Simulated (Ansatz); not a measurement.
**Ni wire along [110], 14 atoms a period: bands by functional and under strain**

Aim: is the Ni wire along [110], 14 atoms a period a metal or a semiconductor?

Method: DFT PBE, plane waves, PAW; relaxation of a wire's period, in the first sound run; inputs show where later runs differ, in Ansatz 0.2.0.

## (1) Set-up

The cell holds 14 atoms: 14 Ni. Its edges and angles: a = 13.840 Å, b = 14.267 Å, c = 2.489 Å, α = 90.0°, β = 90.0°, γ = 90.0°. Vacuum lies along a and b. The structure's axis is c.

## (2) Relaxing the period

Band widths follow the bond lengths, so the wire is relaxed first. The atoms and the third cell vector are free; the box across stays fixed as vacuum. Moments are seeded so that a magnetic state can form if it lies lower. A Fermi-Dirac smearing is set since the result may be a metal. The pressure printed is a third of the stress's trace over the whole box, vacuum included; only the stress along the axis is relaxed.

Input file input.yaml:

```yaml
crystal:
  lattice:
    - [13.84, 0.0, 0.0]
    - [0.0, 14.267, 0.0]
    - [0.0, 0.0, 2.4890158698]
  atoms:
    - { symbol: Ni, position: [0.37283237, 0.674461322, 0.0], spin: 0.8 }
    - { symbol: Ni, position: [0.37283237, 0.500001669, 0.0], spin: 0.8 }
    - { symbol: Ni, position: [0.62716763, 0.674461322, 0.0], spin: 0.8 }
    - { symbol: Ni, position: [0.62716763, 0.500001669, 0.0], spin: 0.8 }
    - { symbol: Ni, position: [0.24566474, 0.412771842, 0.5], spin: 0.8 }
    - { symbol: Ni, position: [0.24566474, 0.587231495, 0.5], spin: 0.8 }
    - { symbol: Ni, position: [0.5, 0.238312189, 0.5], spin: 0.8 }
    - { symbol: Ni, position: [0.5, 0.412771842, 0.5], spin: 0.8 }
    - { symbol: Ni, position: [0.5, 0.587231495, 0.5], spin: 0.8 }
    - { symbol: Ni, position: [0.5, 0.761691148, 0.5], spin: 0.8 }
    - { symbol: Ni, position: [0.75433526, 0.412771842, 0.5], spin: 0.8 }
    - { symbol: Ni, position: [0.75433526, 0.587231495, 0.5], spin: 0.8 }
    - { symbol: Ni, position: [0.37283237, 0.325542015, 0.0], spin: 0.8 }
    - { symbol: Ni, position: [0.62716763, 0.325542015, 0.0], spin: 0.8 }
magnetization:
  spin_polarized: true
kpoints:
  mp_grid: { grid: [1, 1, 33] }
scf:
  occupations: { method: fermi_dirac, width: 0.05 }
hamiltonian:
  xc: pbe
relax:
  cell: { fix: [a, b, alpha, beta, gamma] }
  max_steps: 60
```

The run is started by

```bash
$ ansatz run input.yaml --threads 4 --pin off --max-ram 16384MiB --backend cpu --events-out ev --progress --plain --runs-dir out
```

Numbers of over 12 decimals in the logs are rounded to 6 here.

Output:

```text
Engine: ansatz 0.2.0, aarch64-unknown-linux-gnu
Pseudopotentials: kind: paw
Pseudopotential: Ni, paw, valence charge 18, recommended cutoff 420 eV (normal), Ni.paw.azcp
Functional definition: PBE
  parameter kappa = 0.804
  parameter beta = 0.066725
  exchange = pbe_x(kappa = kappa, mu = beta*pi^2/3)
  correlation = pbe_c(beta = beta)
Crystal: 14 atoms, lattice volume = 491.469 Å³
Basis set: ecut = 420 eV, 9593 PW (Γ), exchange–correlation on 192×192×36 points (8 copies of the dense FFT grid, shifted against one another)
Bands: 158, of which v1, the nominal top of the filled ones, is band 126 counted from 1 (125 counted from 0)
Symmetry: 8 space group operations
Space group: Pmmm (ITA 47), of the structure as read, at distance tolerance 7.9e-5 Å
Magnetic group: BNS 47.249 (UNI 347), of the structure as read, at distance tolerance 7.9e-5 Å
k-points: 17 of 33
Non-local potential: Ni, projectors of the file, l = 0: 3, l = 1: 2, l = 2: 3, l = 3: 1
PAW form: soft (Blöchl's): semilocal exchange-correlation on the pseudo side does not see the compensation charge
PAW one-centre angular grid: Ni, 590 points (default); XC on 64 Gauss nodes
Initial density: superposition of atomic densities (neutral atoms: chi_scale 0, normalization atom)
Starting moments: Σ|m| = 11.2 μB on 14 of 14 sites
Initial wavefunctions: pseudopotential atomic-orbital guess
Functional: x = pbe(κ = 0.804, μ = 0.219515), c = pbe(β = 0.066725)
SCF iter   1: F=—  HF=-81731.851644 eV  |F-HF|=—  |Δ(HF+E_count)|=         —  Δρ=1.99e-2 (↑1.97e-2 ↓1.99e-2)  dr2=1.90e1  dr2_m=8.32e-1  M=11.550 μB ∫|m|=12.139 μB  β_m=0.30  ethr=3.10e-3  ⟨swp⟩=8.5  Hψ=24636  notcnv=0  defer=208
Mixer restart at iter 1: flushing history
preconditioner: auto → LDOS  [metal: Δε(μ)=0.004 eV  Ē_g=6.455 eV  σ=0.050 eV  W_gap=0.02  n_scr=96 (ndim 8)  ℏωp=19.8 eV  f_vac=0.577  D(μ)=34.52/eV (n_scr^D=392)]
spin=Collinear: LDOS preconditioning applied to the charge; magnetization (m = ρ↑ − ρ↓) channel mixes plain (no charge-response kernel on spin).
SCF iter   2: F=—  HF=-81734.989099 eV  |F-HF|=—  |Δ(HF+E_count)|=    3.14e0  Δρ=2.07e-2 (↑2.07e-2 ↓9.84e-3)  dr2=4.54e0  dr2_m=4.03e-1  M=11.324 μB ∫|m|=12.137 μB  β_m=0.37  ethr=3.10e-3  ⟨swp⟩=2.1  Hψ=8932  notcnv=0  defer=536
SCF iter   3: F=—  HF=-81741.716418 eV  |F-HF|=—  |Δ(HF+E_count)|=    6.73e0  Δρ=7.07e-3 (↑6.46e-3 ↓7.07e-3)  dr2=4.72e-1  dr2_m=1.37e-1  M=11.228 μB ∫|m|=12.267 μB  β_m=0.42  ethr=1.80e-3  ⟨swp⟩=2.9  Hψ=8830  notcnv=0  defer=536
SCF iter   4: F=—  HF=-81744.780033 eV  |F-HF|=—  |Δ(HF+E_count)|=    3.06e0  Δρ=5.62e-3 (↑5.62e-3 ↓4.50e-3)  dr2=3.47e-1  dr2_m=1.74e-2  M=10.914 μB ∫|m|=12.151 μB  β_m=0.71  ethr=1.87e-4  ⟨swp⟩=3.0  Hψ=8586  notcnv=0  defer=541
SCF iter   5: F=—  HF=-81746.204333 eV  |F-HF|=—  |Δ(HF+E_count)|=    1.42e0  Δρ=4.14e-3 (↑3.02e-3 ↓4.14e-3)  dr2=1.31e-1  dr2_m=2.17e-2  M=10.447 μB ∫|m|=11.909 μB  β_m=0.72  ethr=1.38e-4  ⟨swp⟩=3.3  Hψ=10636  notcnv=0  defer=553
SCF iter   6: F=—  HF=-81746.212905 eV  |F-HF|=—  |Δ(HF+E_count)|=         —  Δρ=5.43e-3 (↑1.12e-3 ↓5.43e-3)  dr2=8.80e-2  dr2_m=4.42e-2  M=10.135 μB ∫|m|=11.564 μB  β_m=0.72  ethr=5.20e-5  ⟨swp⟩=2.0  Hψ=8535  notcnv=0  defer=588
SCF iter   7: F=—  HF=-81746.203742 eV  |F-HF|=—  |Δ(HF+E_count)|=   9.16e-3  Δρ=2.21e-3 (↑8.31e-4 ↓2.21e-3)  dr2=2.46e-2  dr2_m=5.05e-3  M=10.149 μB ∫|m|=11.551 μB  β_m=0.83  ethr=3.49e-5  ⟨swp⟩=2.0  Hψ=7030  notcnv=0  defer=588
SCF iter   8: F=—  HF=-81746.214978 eV  |F-HF|=—  |Δ(HF+E_count)|=   1.12e-2  Δρ=1.29e-3 (↑7.97e-4 ↓1.29e-3)  dr2=1.49e-2  dr2_m=3.87e-4  M=10.113 μB ∫|m|=11.511 μB  β_m=0.67  ethr=9.77e-6  ⟨swp⟩=2.0  Hψ=9529  notcnv=0  defer=588
SCF iter   9: F=—  HF=-81746.212136 eV  |F-HF|=—  |Δ(HF+E_count)|=   2.84e-3  Δρ=2.29e-4 (↑1.45e-4 ↓2.29e-4)  dr2=3.80e-4  dr2_m=2.61e-5  M=10.108 μB ∫|m|=11.509 μB  β_m=0.68  ethr=5.92e-6  ⟨swp⟩=2.0  Hψ=8228  notcnv=0  defer=588
SCF iter  10: F=—  HF=-81746.212123 eV  |F-HF|=—  |Δ(HF+E_count)|=   1.29e-5  Δρ=1.04e-4 (↑4.84e-5 ↓1.04e-4)  dr2=4.93e-5  dr2_m=1.31e-5  M=10.109 μB ∫|m|=11.508 μB  β_m=0.66  ethr=1.51e-7  ⟨swp⟩=2.6  Hψ=8367  notcnv=0  defer=588
SCF iter  11: F=—  HF=-81746.212126 eV  |F-HF|=—  |Δ(HF+E_count)|=   3.22e-6  Δρ=5.32e-5 (↑2.05e-5 ↓5.32e-5)  dr2=7.37e-6  dr2_m=4.20e-6  M=10.109 μB ∫|m|=11.507 μB  β_m=0.83  ethr=1.96e-8  ⟨swp⟩=2.0  Hψ=7786  notcnv=0  defer=588
SCF iter  12: F=—  HF=-81746.212133 eV  |F-HF|=—  |Δ(HF+E_count)|=   6.87e-6  Δρ=4.86e-5 (↑2.48e-5 ↓4.86e-5)  dr2=1.39e-5  dr2_m=1.16e-6  M=10.109 μB ∫|m|=11.505 μB  β_m=0.83  ethr=2.92e-9  ⟨swp⟩=2.1  Hψ=9774  notcnv=0  defer=588
SCF iter  13: F=—  HF=-81746.212130 eV  |F-HF|=—  |Δ(HF+E_count)|=   2.65e-6  Δρ=1.69e-5 (↑7.94e-6 ↓1.69e-5)  dr2=1.46e-6  dr2_m=1.97e-7  M=10.109 μB ∫|m|=11.505 μB  β_m=0.88  ethr=2.92e-9  ⟨swp⟩=2.2  Hψ=9456  notcnv=0  defer=588
SCF iter  14: F=—  HF=-81746.212131 eV  |F-HF|=—  |Δ(HF+E_count)|=   4.06e-7  Δρ=1.17e-5 (↑8.62e-6 ↓1.17e-5)  dr2=1.34e-6  dr2_m=4.61e-8  M=10.109 μB ∫|m|=11.505 μB  β_m=0.66  ethr=5.80e-10  ⟨swp⟩=3.0  Hψ=11221  notcnv=0  defer=588
SCF iter  15: F=—  HF=-81746.212130 eV  |F-HF|=—  |Δ(HF+E_count)|=   3.40e-7  Δρ=3.36e-6 (↑1.47e-6 ↓3.36e-6)  dr2=8.18e-8  dr2_m=1.10e-8  M=10.109 μB ∫|m|=11.505 μB  β_m=0.69  ethr=5.32e-10  ⟨swp⟩=2.0  Hψ=7644  notcnv=0  defer=588
SCF iter  16: F=—  HF=-81746.212130 eV  |F-HF|=—  |Δ(HF+E_count)|=   1.52e-8  Δρ=3.88e-6 (↑1.95e-6 ↓3.88e-6)  dr2=1.42e-7  dr2_m=9.90e-9  M=10.109 μB ∫|m|=11.505 μB  β_m=0.57  ethr=3.24e-11  ⟨swp⟩=2.1  Hψ=8271  notcnv=0  defer=588
SCF iter  17: F=-81746.212130 eV  HF=-81746.212130 eV  |F-HF|=2.80e-8  |Δ(HF+E_count)|=   9.42e-9  Δρ=1.99e-6 (↑5.78e-7 ↓1.99e-6)  dr2=3.29e-8  dr2_m=3.76e-9  M=10.109 μB ∫|m|=11.505 μB  ethr=3.24e-11  ⟨swp⟩=2.8  Hψ=17973  notcnv=0
SCF 1 converged in 17 iterations: F = -81746.212130 eV  dr2 = 3.29e-8
  greatest PAW one-centre occupation: 1.001 electrons in one spin orbital (limit 2), on the Ni atom at site 11 (counted from 0), in its partial waves of l = 1
relax step   1: F+E_penalty+E_count = -81746.21213031 eV  Δ(F+E_penalty+E_count) = +0.000e0 eV  max|allowed force component| = 7.478e-1 eV/Å  Δτ_max = 0.0000 Å  P = -2.772 GPa  Ω = 491.469 Å³  fix = [a, b, alpha, beta, gamma]  reactions: a -2.426, b -2.284 GPa  (17 SCF iters, dr2 threshold 1.00e-7 eV, accepted)
Crystal: 14 atoms, lattice volume = 485.538 Å³
Basis set: ecut = 420 eV, 9453 PW (Γ), exchange–correlation on 192×192×36 points (8 copies of the dense FFT grid, shifted against one another)
Initial density: handed on by an earlier stage of this run
[...]
Initial wavefunctions: pseudopotential atomic-orbital guess (no wavefunctions were taken with the density)
iter 1 solved again at ethr=2.42e-6 eV; its pass at ethr=3.10e-3 eV (dr2=6.09e-3 eV) is discarded
SCF iter   1: F=—  HF=-81746.552982 eV  |F-HF|=—  |Δ(HF+E_count)|=         —  Δρ=7.18e-5 (↑2.81e-5 ↓7.18e-5)  dr2=3.16e-5  dr2_m=2.63e-6  M=9.805 μB ∫|m|=11.149 μB  β_m=0.65  ethr=2.42e-6  ⟨swp⟩=3.7  Hψ=37624  notcnv=0
eigensolver tolerance schedule: the retry pair's looser diagonalisation over-reported the residual by 191.77 of it (diagonalisation noise at 0.18 of the residual, at the tolerance the schedule requests for it); recorded, not acted on — ethr = c·dr2/N_el stays at c = 1.0e-1
preconditioner: auto → LDOS  [metal: Δε(μ)=0.005 eV  Ē_g=6.507 eV  σ=0.050 eV  W_gap=0.02  n_scr=36 (ndim 8)  ℏωp=20.1 eV  f_vac=0.607  D(μ)=28.37/eV (n_scr^D=302)]
spin=Collinear: LDOS preconditioning applied to the charge; magnetization (m = ρ↑ − ρ↓) channel mixes plain (no charge-response kernel on spin).
SCF iter   2: F=—  HF=-81746.553405 eV  |F-HF|=—  |Δ(HF+E_count)|=   4.23e-4  Δρ=1.55e-5 (↑1.55e-5 ↓1.55e-5)  dr2=1.15e-5  dr2_m=3.68e-8  M=9.803 μB ∫|m|=11.148 μB  β_m=0.55  ethr=1.25e-8  ⟨swp⟩=2.8  Hψ=10757  notcnv=0
SCF iter   3: F=—  HF=-81746.553406 eV  |F-HF|=—  |Δ(HF+E_count)|=   1.12e-6  Δρ=1.97e-5 (↑1.97e-5 ↓1.04e-5)  dr2=2.25e-6  dr2_m=3.13e-7  M=9.802 μB ∫|m|=11.147 μB  β_m=0.52  ethr=4.56e-9  ⟨swp⟩=2.0  Hψ=7309  notcnv=0
SCF iter   4: F=—  HF=-81746.553407 eV  |F-HF|=—  |Δ(HF+E_count)|=   6.02e-7  Δρ=1.30e-5 (↑6.06e-6 ↓1.30e-5)  dr2=1.29e-6  dr2_m=2.43e-7  M=9.802 μB ∫|m|=11.146 μB  β_m=0.52  ethr=8.94e-10  ⟨swp⟩=2.1  Hψ=8310  notcnv=0
SCF iter   5: F=—  HF=-81746.553408 eV  |F-HF|=—  |Δ(HF+E_count)|=   7.42e-7  Δρ=6.80e-6 (↑6.80e-6 ↓1.55e-6)  dr2=2.48e-7  dr2_m=4.46e-8  M=9.801 μB ∫|m|=11.146 μB  β_m=0.52  ethr=5.11e-10  ⟨swp⟩=2.2  Hψ=8471  notcnv=0
SCF iter   6: F=—  HF=-81746.553408 eV  |F-HF|=—  |Δ(HF+E_count)|=   6.21e-8  Δρ=2.53e-6 (↑8.28e-7 ↓2.53e-6)  dr2=1.75e-8  dr2_m=9.13e-9  M=9.801 μB ∫|m|=11.146 μB  β_m=0.57  ethr=9.82e-11  ⟨swp⟩=2.0  Hψ=7542  notcnv=0
SCF iter   7: F=—  HF=-81746.553408 eV  |F-HF|=—  |Δ(HF+E_count)|=   1.31e-9  Δρ=6.68e-7 (↑6.68e-7 ↓5.96e-7)  dr2=4.33e-9  dr2_m=6.74e-10  M=9.801 μB ∫|m|=11.145 μB  β_m=0.56  ethr=6.95e-12  ⟨swp⟩=2.1  Hψ=8206  notcnv=0
SCF iter   8: F=—  HF=-81746.553408 eV  |F-HF|=—  |Δ(HF+E_count)|=  4.80e-10  Δρ=3.41e-7 (↑2.93e-7 ↓3.41e-7)  dr2=7.89e-10  dr2_m=2.07e-10  M=9.801 μB ∫|m|=11.145 μB  β_m=0.57  ethr=1.72e-12  ⟨swp⟩=2.5  Hψ=8399  notcnv=0
SCF iter   9: F=—  HF=-81746.553408 eV  |F-HF|=—  |Δ(HF+E_count)|=  2.33e-10  Δρ=1.44e-7 (↑1.44e-7 ↓1.14e-7)  dr2=6.08e-11  dr2_m=6.15e-11  M=9.801 μB ∫|m|=11.145 μB  β_m=0.79  ethr=1.00e-12  ⟨swp⟩=1.9  Hψ=7131  notcnv=0
SCF iter  10: F=—  HF=-81746.553408 eV  |F-HF|=—  |Δ(HF+E_count)|=  2.91e-11  Δρ=7.28e-8 (↑7.28e-8 ↓7.14e-8)  dr2=4.45e-11  dr2_m=1.34e-11  M=9.801 μB ∫|m|=11.145 μB  β_m=0.81  ethr=1.00e-12  ⟨swp⟩=1.0  Hψ=5373  notcnv=0
SCF iter  11: F=-81746.553408 eV  HF=-81746.553408 eV  |F-HF|=4.37e-10  |Δ(HF+E_count)|=  3.06e-10  Δρ=1.19e-7 (↑3.46e-8 ↓1.19e-7)  dr2=9.12e-11  dr2_m=9.19e-12  M=9.801 μB ∫|m|=11.145 μB  ethr=1.00e-12  ⟨swp⟩=3.1  Hψ=17771  notcnv=0
SCF 6 converged in 11 iterations: F = -81746.553408 eV  dr2 = 9.12e-11
relax step   6: F+E_penalty+E_count = -81746.55340789 eV  Δ(F+E_penalty+E_count) = +2.165e-3 eV  max|allowed force component| = 8.530e-4 eV/Å  Δτ_max = 0.0000 Å  P = -0.009 GPa  Ω = 478.777 Å³  fix = [a, b, alpha, beta, gamma]  reactions: a -0.017, b -0.025 GPa  stress off target by 1.69e-2 GPa on what of the cell is left free  SCF on the basis re-selected at this cell (its energy is not comparable with the rows above)  (11 SCF iters)
basis re-selected at this cell: Δ(F+E_penalty+E_count) = +2.165e-3 eV, ΔP = +0.008 GPa vs the last step (what re-selecting the basis moved, of the pressure what is left beyond the Pulay correction that the steps carried, after the strain that the cell walked since its last selection, with what the two solves' SCF thresholds leave and, on support functions, any second-order correction that the steps lacked; it is no m [...]
SCF converged after 11 iterations
Magnetization: 9.8010 μB (130.9005 up, 121.0995 down)
Absolute magnetization: 11.1557 μB (∫|ρ↑−ρ↓|, with the PAW one-centre terms)
Spin contamination: 0.1445 ħ² per cell (⟨S²⟩ above its minimum at these occupations)
Per-site moments (μB) at R_I (Å): [(0.729744, 0.998839), (0.735389, 0.995426), (0.729744, 0.998839), (0.735389, 0.995426), (0.752381, 0.995426), (0.752381, 0.995426), (0.735866, 0.983177), (0.730642, 0.983177), (0.730642, 0.983177), (0.735866, 0.983177), (0.752381, 0.995426), (0.752381, 0.995426), (0.729744, 0.998839), (0.729744, 0.998839)]
Free energy (F): -81746.553408 eV
Harris-Foulkes:  -81746.553408 eV  (|F-HF|=4.37e-10)
Internal energy: -81746.322827 eV  (E = F + TS)
E sigma→0 (E₀):  -81746.438118 eV
Entropy (-TS):   -0.230581 eV (-16.470 meV/atom)
Fermi energy:    2.651627 eV
--- Per-component energies (eV) ---
  E_band       = -7840.705418
  E_kinetic    = 3947.597157
  E_local      = -255467.341622  (includes V_loc(G=0)·N_el)
  E_nonlocal   = 8933.899472
  E_hartree    = 121830.310651
  E_xc         = -1172.758340
  E_vxc        = -1510.747213  (∫ρ·V_xc dr)
  E_paw        = -22844.519378  (= ΣΔE_a)
  E_vpaw       = -7404.741441  (= ΣTr[D̂ρ^β])
  E_aug_tail   = 0.007625  (compensation charges beyond the density's cutoff)
  E_ewald      = 63026.481607
  E_smearing   = -0.230581  (= −TS)
  E_closure    = -0.000000  (closes the sum)
  Σ components = -81746.553408   (vs F -81746.553408, Δ=0.00e0)
--- Forces (eV/Å), atoms counted from 1 ---
  atom   1  Ni    -0.00023603    -0.00010300     0.00000000
  atom   2  Ni     0.00050348     0.00000000    -0.00000000
  atom   3  Ni     0.00023603    -0.00010300     0.00000000
  atom   4  Ni    -0.00050348     0.00000000     0.00000000
  atom   5  Ni     0.00008204     0.00083618    -0.00000000
  atom   6  Ni     0.00008204    -0.00083618     0.00000000
  atom   7  Ni     0.00000000     0.00072999    -0.00000000
  atom   8  Ni     0.00000000    -0.00085303     0.00000000
  atom   9  Ni     0.00000000     0.00085303    -0.00000000
  atom  10  Ni     0.00000000    -0.00072999     0.00000000
  atom  11  Ni    -0.00008204     0.00083618    -0.00000000
  atom  12  Ni    -0.00008204    -0.00083618    -0.00000000
  atom  13  Ni    -0.00023603     0.00010300    -0.00000000
  atom  14  Ni     0.00023603     0.00010300    -0.00000000
  max |Σ_I F_I| component: 5.42e-20 eV/Å
--- Stress (GPa, compression-positive) ---
       -0.017075       0.000000      -0.000000
        0.000000      -0.025473      -0.000000
       -0.000000      -0.000000       0.016878
  P = ⅓ Tr σ = -0.0086 GPa (-0.086 kbar)
--- Relaxed structure (5 steps of the walk, 5 accepted, 1 SCFs on fresh bases) ---
  F+E_penalty+E_count = -81746.55340789 eV   max|allowed force component| = 8.530e-4 eV/Å   (the final SCF, on the basis selected at the relaxed cell)
  cell:  # Å, volume = 478.7772 Å³
    - [13.84, 0, 0]
    - [0, 14.267, 0]
    - [0, 0, 2.424738]
  atoms:
    - { symbol: Ni, position: [0.371697, 0.674032, 0] }
    - { symbol: Ni, position: [0.372514, 0.5, 0] }
    - { symbol: Ni, position: [0.628303, 0.674032, 0] }
    - { symbol: Ni, position: [0.627486, 0.5, 0] }
    - { symbol: Ni, position: [0.250513, 0.414085, 0.5] }
    - { symbol: Ni, position: [0.250513, 0.585915, 0.5] }
    - { symbol: Ni, position: [0.5, 0.246526, 0.5] }
    - { symbol: Ni, position: [0.5, 0.413587, 0.5] }
    - { symbol: Ni, position: [0.5, 0.586413, 0.5] }
    - { symbol: Ni, position: [0.5, 0.753474, 0.5] }
    - { symbol: Ni, position: [0.749487, 0.414085, 0.5] }
    - { symbol: Ni, position: [0.749487, 0.585915, 0.5] }
    - { symbol: Ni, position: [0.371697, 0.325968, 0] }
    - { symbol: Ni, position: [0.628303, 0.325968, 0] }
```

Wall time 7.5 min (4 threads of Arm Neoverse V2, shared host); peak memory 2.8 GiB; 30 min of CPU time.

Step by step:

```csv
step,energy less that of the first step (eV),largest force component (eV/Å),pressure (GPa),volume (Å³)
1,0.0000,0.7478,-2.77,491.47
2,-0.2467,0.4231,-1.44,485.54
3,-0.3406,0.0685,0.29,477.71
4,-0.3428,0.0348,-0.14,478.97
5,-0.3434,0.0010,-0.02,478.78
6*,-0.3413,0.0009,-0.01,478.78
```

Relaxation steps marked * repeat the geometry before them on a plane-wave basis chosen anew for their cell, so energy and pressure can jump there.

The run keeps the 8 symmetry operations that it works with, so distortions that break them were not tested.

```csv
cell as run,before,after,change
c (Å),2.489,2.425,-2.6 %
```

The atoms that moved most (Å, along periodic axes as changes of fractional coordinates times the final cell, across vacuum about the mean position):

```csv
atom,dx,dy,dz,length
Ni7,0.000,0.117,0.000,0.117
Ni10,0.000,-0.117,0.000,0.117
Ni5,0.067,0.019,0.000,0.070
Ni11,-0.067,0.019,0.000,0.070
Ni6,0.067,-0.019,0.000,0.070
Ni12,-0.067,-0.019,0.000,0.070
Ni13,-0.016,0.006,0.000,0.017
Ni14,0.016,0.006,0.000,0.017
```

This step gave:

| Property | Result |
| --- | --- |
| energy at zero smearing | -81746.4381 eV |
| total moment | 9.801 μB |
| absolute moment | 11.16 μB |
| cell length along the wire | 2.425 Å |

Site moment by atom:

```csv
atom,site moment (μB)
Ni1,0.730
Ni2,0.735
Ni3,0.730
Ni4,0.735
Ni5,0.752
Ni6,0.752
Ni7,0.736
Ni8,0.731
Ni9,0.731
Ni10,0.736
Ni11,0.752
Ni12,0.752
Ni13,0.730
Ni14,0.730
```

The cell's length comes to 2.425 Å with an absolute moment of 11.16 μB a cell.

(Continued in part 2 of 3.)

[Logs are printed without paths, hosts, clocks, repeated set-up lines and the standing remarks that a program may print on its own settings, such as how far it seeks lower states.]

[Hosts, paths, dates, database ids (printed as entryN), source tags and the programs' standing remarks are cut or masked in the printed files.]
